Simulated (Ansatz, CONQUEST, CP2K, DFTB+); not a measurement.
**Codes compared on Al(100)/Rh(100) interface (51 atoms)**

Aim: run Al(100)/Rh(100) interface (51 atoms) in several programs and set results and cost side by side. A plane-wave run serves as the reference.

Main program and level: Ansatz 0.2.0; Kohn-Sham DFT, PBE, PAW, plane waves.

**1. The starting structure**

The cell holds 51 atoms: 24 Al and 27 Rh. Its edges and angles: a = 8.067 Å, b = 8.067 Å, c = 13.306 Å, α = 90.0°, β = 90.0°, γ = 90.0°. Fcc Al(100), 3 repeat layers, 8 surface cells, strained -0.40 and -0.40 %; fcc Rh(100), 3 layers, 9 cells, +0.00 and +0.00 %; outer planes 2.72 Å apart and 2.72 Å at the second interface of the periodic stack; not relaxed, displaced by a Gaussian of 0.02 Å. Then every atom was moved at random, 0.03 Å r.m.s. a Cartesian component. Regions: Al, 24 atoms (24 Al); Rh, 27 atoms (27 Rh). The structure's axis is c.

**2. Plane-wave reference**

The PAW files are the set soft_2.

input.yaml reads:

```yaml
crystal:
  lattice:
    - [8.0674, 0.0, 0.0]
    - [0.0, 8.0674, 0.0]
    - [0.0, 0.0, 13.30596]
  atoms:
    - { symbol: Al, position: [0.75351, 0.75764, 0.99741] }
    - { symbol: Al, position: [0.74919, 0.50223, 0.1486] }
    - { symbol: Al, position: [0.74638, 0.75104, 0.30788] }
    - { symbol: Al, position: [0.24759, 0.75063, 0.00158] }
    [... 41 atom lines left out ...]
    - { symbol: Rh, position: [0.48561, 0.55144, 0.51074] }
    - { symbol: Rh, position: [0.65684, 0.38947, 0.65893] }
    - { symbol: Rh, position: [0.48899, 0.55422, 0.79478] }
    - { symbol: Rh, position: [0.82367, 0.55119, 0.50874] }
    - { symbol: Rh, position: [0.98592, 0.39909, 0.65216] }
    - { symbol: Rh, position: [0.8098, 0.55196, 0.79133] }
kpoints:
  mp_grid: { grid: [1, 1, 1] }
hamiltonian:
  xc: pbe
scf:
  occupations: { method: fermi_dirac, width: 0.05 }
output:
  forces: true
  eigenvalues: true
  populations: true
  stress: true
```

Run with:

```bash
$ ansatz run input.yaml --threads 4 --pin off --max-ram 8192MiB --backend cpu --events-out ev --progress --plain --runs-dir out
```

Output:

```text
[...]
Pseudopotentials: kind: paw
Pseudopotential: Al, paw, valence charge 3, recommended cutoff 420 eV (normal), Al.paw.azcp
Pseudopotential: Rh, paw, valence charge 17, recommended cutoff 420 eV (normal), Rh.paw.azcp
[... 5 lines on functional and potentials left out ...]
Crystal: 51 atoms, lattice volume = 865.991 Å³
Basis set: ecut = 420 eV, 16893 PW (Γ), exchange–correlation on 108×108×180 points (8 copies of the dense FFT grid, shifted against one another)
Bands: 319, of which v1, the nominal top of the filled ones, is band 266 counted from 1 (265 counted from 0)
Symmetry: 1 space group operations
Space group: P1 (ITA 1), of the structure as read, at distance tolerance 9.5e-5 Å
k-points: 1
[... 5 lines on functional and potentials left out ...]
Initial density: superposition of atomic densities (neutral atoms: chi_scale 0, normalization atom), corrected by the library's trained network
Initial wavefunctions: pseudopotential atomic-orbital guess
[...]
SCF iter   1: F=—  HF=-185754.846538 eV  |F-HF|=—  |Δ(HF+E_count)|=         —  Δρ=2.84e-2  dr2=6.09e1  ethr=1.77e-3  ⟨swp⟩=5.0  Hψ=1114  notcnv=0  defer=4
preconditioner: auto → Kerker (q_TF=auto, 2.515 Å⁻¹)  [metal: Δε(μ)=0.048 eV  Ē_g=4.263 eV  σ=0.050 eV  W_gap=0.23  n_scr=238 (ndim 8)  ℏωp=22.4 eV  f_vac=0.000  D(μ)=78.50/eV (n_scr^D=984)]
[...]
SCF iter  10: F=—  HF=-185753.502358 eV  |F-HF|=—  |Δ(HF+E_count)|=   9.68e-8  Δρ=3.40e-6  dr2=1.79e-7  ethr=1.03e-9  ⟨swp⟩=1.0  Hψ=303  notcnv=0  defer=16
SCF iter  11: F=-185753.502358 eV  HF=-185753.502358 eV  |F-HF|=4.05e-9  |Δ(HF+E_count)|=   6.00e-9  Δρ=9.62e-7  dr2=9.35e-9  ethr=1.88e-11  ⟨swp⟩=11.0  Hψ=1246  notcnv=0
SCF 1 converged in 11 iterations: F = -185753.502358 eV  dr2 = 9.35e-9
[...]
SCF converged after 11 iterations
Free energy (F): -185753.502358 eV
Harris-Foulkes:  -185753.502358 eV  (|F-HF|=4.05e-9)
Internal energy: -185752.667584 eV  (E = F + TS)
E sigma→0 (E₀):  -185753.084971 eV
Entropy (-TS):   -0.834775 eV (-16.368 meV/atom)
Fermi energy:    12.605396 eV
--- Per-component energies (eV) ---
[...]
Σ components = -185753.502358   (vs F -185753.502358, Δ=0.00e0)
--- Forces (eV/Å), atoms counted from 1 ---
  atom   1  Al     0.07757358    -0.22978678    -1.46925787
  atom   2  Al     0.20722939     0.32464563     0.05962918
  atom   3  Al     0.01926899    -0.12754981     1.51783535
  atom   4  Al    -0.00526233    -0.08010902    -1.58154014
[...]
atom  51  Rh     0.75731730     0.30729720     0.32266171
  max |Σ_I F_I| component: 9.42e-5 eV/Å
--- Stress (GPa, compression-positive) ---
        5.365192       0.172729       0.457258
        0.172729       5.277243      -0.292540
        0.457258      -0.292540     -18.820371
  P = ⅓ Tr σ = -2.7260 GPa (-27.260 kbar)
--- Band table (eV) ---
  k-point 0: bands = ["-66.2802", "-66.2620", "-66.2204", "-66.2060", [... 303 levels ...], "14.7070", "15.1505", "15.1814", "15.4980", "15.5140", "15.6965", "15.7428", "15.7683", "15.8026", "15.8100", "16.1132", "16.1680"]
--- Löwdin populations: 51 sites ---
  site symbol       q [e]
     0     Al      2.9993
     1     Al      2.9698
     2     Al      3.0083
[...]
50     Rh     16.8344
  spilling = 0.007040 (of n_electrons = 531.000000)
```

Run time: 3.6 s. Hardware: 4 threads of AMD EPYC 9R45, shared host; peak memory 1.1 GiB.

The column dr2 measures how far the density is from self-consistency, as an energy; F and HF (Harris–Foulkes) agree once it is small.

Numbers from this run:

| Item | Value |
| --- | --- |
| free energy | -185753.5024 eV |
| free energy per atom | -3642.2255 eV/atom |
| SCF cycles | 11 |
| pressure | -2.726 GPa |
| r.m.s. force component | 0.533 eV/Å |
| longest force | 1.602 eV/Å |
| Fermi energy | 12.61 eV |
| levels partly filled by over 2 per cent | 17 |
| spilling of the projection | 0.00704 |

Length of the force by element:

| element | coordination | atoms | mean length of the force (eV/Å) | spread | least | most |
| --- | --- | --- | --- | --- | --- | --- |
| Al | all | 24 | 1.06 | 0.585 | 0.0638 | 1.60 |
| Rh | all | 27 | 0.518 | 0.208 | 0.269 | 1.03 |

Löwdin charges by element (they lack the spilled electrons, 0.073 e an atom on average):

| element | coordination | atoms | mean charge (e) | spread | least | most |
| --- | --- | --- | --- | --- | --- | --- |
| Al | all | 24 | 0.0061 | 0.0189 | -0.0139 | 0.0783 |
| Rh | all | 27 | 0.133 | 0.0201 | 0.0905 | 0.166 |

By region:

| region | atoms | mean length of the force (eV/Å) |
| --- | --- | --- |
| Al | 24 | 1.06 |
| Rh | 27 | 0.518 |

The levels nearest the highest filled one (over half full), pooled over k-points and spins:

| level less the highest filled one (eV) | occupation |
| --- | --- |
| -0.110 | 1.87 |
| -0.0736 | 1.75 |
| -0.0686 | 1.73 |
| -0.0428 | 1.59 |
| -0.0239 | 1.45 |
| 0 | 1.24 |
| 0.0297 | 0.951 |
| 0.0308 | 0.939 |
| 0.0442 | 0.807 |
| 0.0519 | 0.735 |
| 0.0645 | 0.622 |
| 0.0838 | 0.469 |

The run ends at a pressure of -2.73 GPa, with forces up to 1.6 eV/Å.

**3. The other programs**

The programs:
- CONQUEST 1.3: pseudo-atomic orbitals (double zeta with polarisation, or contracted to multi-site or on-site support functions) with norm-conserving potentials on an integration grid.
- CP2K 2026.2: Gaussian basis with GTH pseudopotentials and a plane-wave density; labels give functional, basis (MOLOPT sets; SR short-range, UZH the newer set with its own potentials), grid cutoff/relative cutoff and solver (OT: orbital transformation; TRS4, TC2, SIGN: linear-scaling purification with its sparsity filter), or its built-in tight binding.
- DFTB+ 25.1: tight binding, with Slater–Koster sets (DFTB) or xTB through its tblite library.

All use the same cell and atoms; the electronic-structure runs use the same k-mesh, and an electronic temperature of 580 K (0.05 eV) where levels are smeared.

Differences are against the plane-wave reference, forces as r.m.s. over components; share is that over the reference's r.m.s. force, slope the least-squares factor from reference forces to these. Total energies of different programs have different zeros and aren't compared.

| run | Δ force, r.m.s. (meV/Å) | share (%) | slope | Δ pressure (GPa) | cores | CPU time | memory (GiB) |
| --- | --- | --- | --- | --- | --- | --- | --- |
| reference | - | - | - | - | 4 | 11 s | 1.1 |
| CONQUEST PBE, grid 80 Ha | 134 | 25.1 | 1.059 | 2.41 | 2 | 4.6 min | 6.4 |
| CONQUEST PBE, grid 80 Ha, multi-site 6.5 bohr (coarse) | 365 | 68.5 | 0.575 | - | 2 | 5 min | 6.6 |
| CONQUEST PBE, grid 80 Ha, multi-site 8 bohr | 139 | 26.1 | 0.946 | - | 2 | 5.6 min | 6.7 |
| CONQUEST PBEsol, grid 80 Ha | 81.6 | 15.3 | 1.097 | -2.52 | 2 | 4.8 min | 6.4 |
| CP2K PBE, DZVP-UZH, 600/60 Ry, diagonalisation | 56.4 | 10.6 | 0.967 | 0.940 | 4 | 13 min | 4.5 |
| DFTB+ GFN2-xTB | 422 | 79.1 | 1.354 | -53.0 | 1 | 15 s | 0.41 |

Rows marked coarse were listed beforehand as settings not expected to be converged; some can still land near the reference.

CPU time is summed over cores on a shared host, where runs went side by side, so it is rough. Symmetry, cutoffs, thresholds, outputs and thread counts weren't matched or tuned between programs; memory under MPI is the largest rank's times the ranks.

Mean charges by element (e), by run and scheme:

| run | scheme | Al | Rh |
| --- | --- | --- | --- |
| reference | Löwdin | +0.01 | +0.13 |
| CP2K PBE, DZVP-UZH, 600/60 Ry, diagonalisation | Mulliken | -0.03 | +0.03 |
| CP2K PBE, DZVP-UZH, 600/60 Ry, diagonalisation | Hirshfeld | -0.01 | +0.01 |
| DFTB+ GFN2-xTB | Mulliken | +0.05 | -0.05 |

Among metals, projection charges depend strongly on the orbitals used. The reference's Löwdin charges lack the electrons that the projection spills, 0.073 e an atom on average.

**4. Outcome**

| Property | Result |
| --- | --- |
| reference r.m.s. force component | 0.533 eV/Å |
| nearest in forces | CP2K PBE, DZVP-UZH, 600/60 Ry, diagonalisation, 11 % |
| farthest in forces | DFTB+ GFN2-xTB, 79 % |
| cheapest electronic-structure run beside the reference | DFTB+ GFN2-xTB, 15 s of CPU time |

In words: The PBE runs in local orbitals, coarse settings apart, differ by 11 % (CP2K PBE, DZVP-UZH, 600/60 Ry, diagonalisation) to 26 % (CONQUEST PBE, grid 80 Ha, multi-site 8 bohr); basis, grid and potentials can all enter. Tight binding differs by 79 % (DFTB+ GFN2-xTB); it is another model, with fitted parameters of its own, and the xTB methods hold dispersion. Rows with another functional or a dispersion term differ by 15 % (CONQUEST PBEsol, grid 80 Ha), which mixes the change of model with differences of basis and potentials. DFTB+ GFN2-xTB needed 152 SCF steps, so its time overstates the method's usual cost. Runs with settings chosen to be coarse differ by 68 % (CONQUEST PBE, grid 80 Ha, multi-site 6.5 bohr), their programs' other errors included. None of the electronic-structure runs in the table takes under half the reference's CPU time of 11 s; they take 1.4 to 70 times as much. In pressure, CONQUEST PBE, grid 80 Ha misses by +2.4 GPa, at the same functional. Charges hang on model, scheme and program or settings: among these rows the mean for Rh runs from -0.05 to +0.13 e. In the reference: 17 levels are partly filled, by over 2 % (at Γ alone), as in a metal. In the reference: mean Löwdin charges: Al +0.01, Rh +0.13 e (they miss 0.70 % of the electrons, so they add up to more than the cell's charge). Periodic xTB results under one method name differ between programs and library versions (DFTB+ here holds tblite 0.3). The electron count is odd in these runs, and they have no spin polarisation, so the unpaired electron is spread evenly over both spins. The reference's stress is far from hydrostatic: its diagonal is 5.4, 5.3, -18.8 GPa, compression counted positive. The host structure and its lattice constant were typed by rule, without a check against the phase diagram. The reference's pressure of -2.7 GPa belongs to a cell and atoms that aren't relaxed at this level. The electron count is odd and the run has no spin polarisation, so levels at the top are partly filled by construction. The electronic-structure runs sample only Γ, in a cell whose shortest periodic width is 8 Å, which is coarse for a cell with partly filled levels.

[Also dropped from logs without a mark: logging warnings of Python, and SIESTA's first energy breakdown and zero terms.]

[Logs are printed without paths, hosts, clocks, repeated set-up lines and the standing remarks that a program may print on its own settings, such as how far it seeks lower states.]

[Hosts, paths, dates, database ids (printed as entryN), source tags and the programs' standing remarks are cut or masked in the printed files.]
